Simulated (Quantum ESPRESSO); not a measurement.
# Fe: energy over the lowest against total spin moment, fitted and tested on a withheld row

System: Fe, 1 Fe in the cell, space group Im-3m. Cell as run: a = 2.482, b = 2.482, c = 2.482 Å, angles 109.5, 109.5, 109.5°, 1 atoms. From the study “Fe: energy against a fixed spin moment”.

Method: PBE; plane waves with GBRV 1.5 PBE potentials (Quantum ESPRESSO 7.5). Settings shared by all rows: cutoff 544.23 eV, 16×16×16 k-mesh, fermi-dirac occupations, smearing width 0.05 eV. The cell holds one seeded atom, so opposed orders, which may lie lower, cannot form in it.

Results; the value marked ? is withheld:

| total spin moment (μB a cell) | energy over the lowest (meV a cell) |
| --- | --- |
| 0 | ? |
| 0.344 | 567.0 |
| 0.688 | 489.2 |
| 1.032 | 371.2 |
| 1.376 | 239.8 |
| 1.721 | 114.4 |
| 2.065 | 21.7 |
| 2.294 | 0.0 |
| 2.409 | 4.1 |
| 2.753 | 73.9 |
| 3.097 | 312.8 |

Q: What energy over the lowest should the row at total spin moment = 0 μB a cell hold? Fit a suitable law to the other rows.

**Law.** Time reversal makes the energy at fixed moment even in the moment, so it is expanded as a Landau series in M². In symbols, E = c0 + c2 M² + c4 M⁴ + c6 M⁶, with energy over the lowest in meV a cell.

**Fit.** Least squares on 10 rows gives c0 = 590.425, c2 = -226.019, c4 = 22.7 and c6 = -0.22733.

| total spin moment (μB a cell) | computed | fit | computed − fit |
| --- | --- | --- | --- |
| 0.344 | 567.0 | 564.00 | 3.00 |
| 0.688 | 489.2 | 488.50 | 0.70 |
| 1.032 | 371.2 | 375.18 | -3.98 |
| 1.376 | 239.8 | 242.32 | -2.52 |
| 1.721 | 114.4 | 114.22 | 0.18 |
| 2.065 | 21.7 | 21.77 | -0.07 |
| 2.294 | 0.0 | -3.48 | 3.48 |
| 2.409 | 4.1 | -1.16 | 5.26 |
| 2.753 | 73.9 | 82.38 | -8.48 |
| 3.097 | 312.8 | 310.29 | 2.51 |

The fit has a minimum at M = 2.33 μB a cell. Its quadratic term is negative, which makes M = 0 a maximum of the fitted curve.

**Prediction.** At total spin moment = 0 μB a cell the law predicts 590.42 meV a cell. The computed value is 593.6 meV a cell, 3.18 above the prediction (0.5 % of it). The row lies beyond the fitted rows, so this is an extrapolation. The miss is about equal to the rms residual of the fit, 3.87.

[Hosts, paths, dates, database ids (printed as entryN), source tags and the programs' standing remarks are cut or masked in the printed files.]

[Where a cell is said to come from a database of computed structures, the database is the Materials Project.]
